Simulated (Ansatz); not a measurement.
# MoS2 (P6_3/mmc): how ε∞ follows the gap

The empty bands of MoS2 (P6_3/mmc) are shifted up rigidly by Δ, and ε∞ along x is computed for each shift. x, y and z are the Cartesian axes of the input cell.

Cell: a, b, c = 3.169, 3.169, 12.324 Å (primitive vectors), 6 atoms.

Method: Ansatz 0.2.0, PBE, independent particles, k-mesh 9×9×2 with interpolation inside its cells, Gaussian parameter 0.1 eV.

Launch of the response step: `ansatz run input.yaml --threads 4 --pin off --max-ram 8192MiB --backend cpu --events-out ev --progress --plain --runs-dir out`. The series took 7.8 min in all, on 4 threads of Intel(R) Xeon(R) Processor @ 2.50GHz (Skylake/Cascade Lake) (shared host).

| Δ (eV) | ε∞ along x |
| --- | --- |
| 0.00 | ? |
| 0.40 | 14.623 |
| 0.80 | 13.390 |
| 1.20 | 12.385 |
| 1.60 | 11.547 |
| 2.00 | 10.835 |

With one effective transition at E₀ and fixed dipole strength, ε∞ − 1 = A/(E₀ + Δ), so 1/(ε∞ − 1) is linear in Δ.

Working, on the rows shown:

| x = Δ (eV) | y = 1/(ε∞ − 1) |
| --- | --- |
| 0.4 | 0.0734053 |
| 0.8 | 0.0807103 |
| 1.2 | 0.0878349 |
| 1.6 | 0.0948137 |
| 2 | 0.101678 |

Means: x̄ = 1.2, ȳ = 0.087688. Σ(x − x̄)(y − ȳ) = 0.02826, Σ(x − x̄)² = 1.6. Slope = 0.02826 / 1.6 = 0.01766; intercept = ȳ − slope · x̄ = 0.066494. Turned back into ε∞ along x, the line misses the rows shown by at most 0.028.

Fill in the last column of the withheld row.

At x = 0 the line gives y = 0.066494, that is 16.039. The run gave 16.183, so the extrapolation is off by 0.14, 3 % of the range in the table.

Refitted with all rows, the slope is 0.01789 and the intercept 0.066163. These give E₀ = intercept/slope = 3.7 eV, far above the least direct gap of 1.65 eV: most of the screening comes from transitions well over the edge. Over the first step ε∞ falls by 24 % per eV. The cell comes from an older database entry, whose edges can be off by a per cent or so. Excitons are left out and so are local fields; PBE gaps are as a rule too small. Spin-orbit coupling is left out.
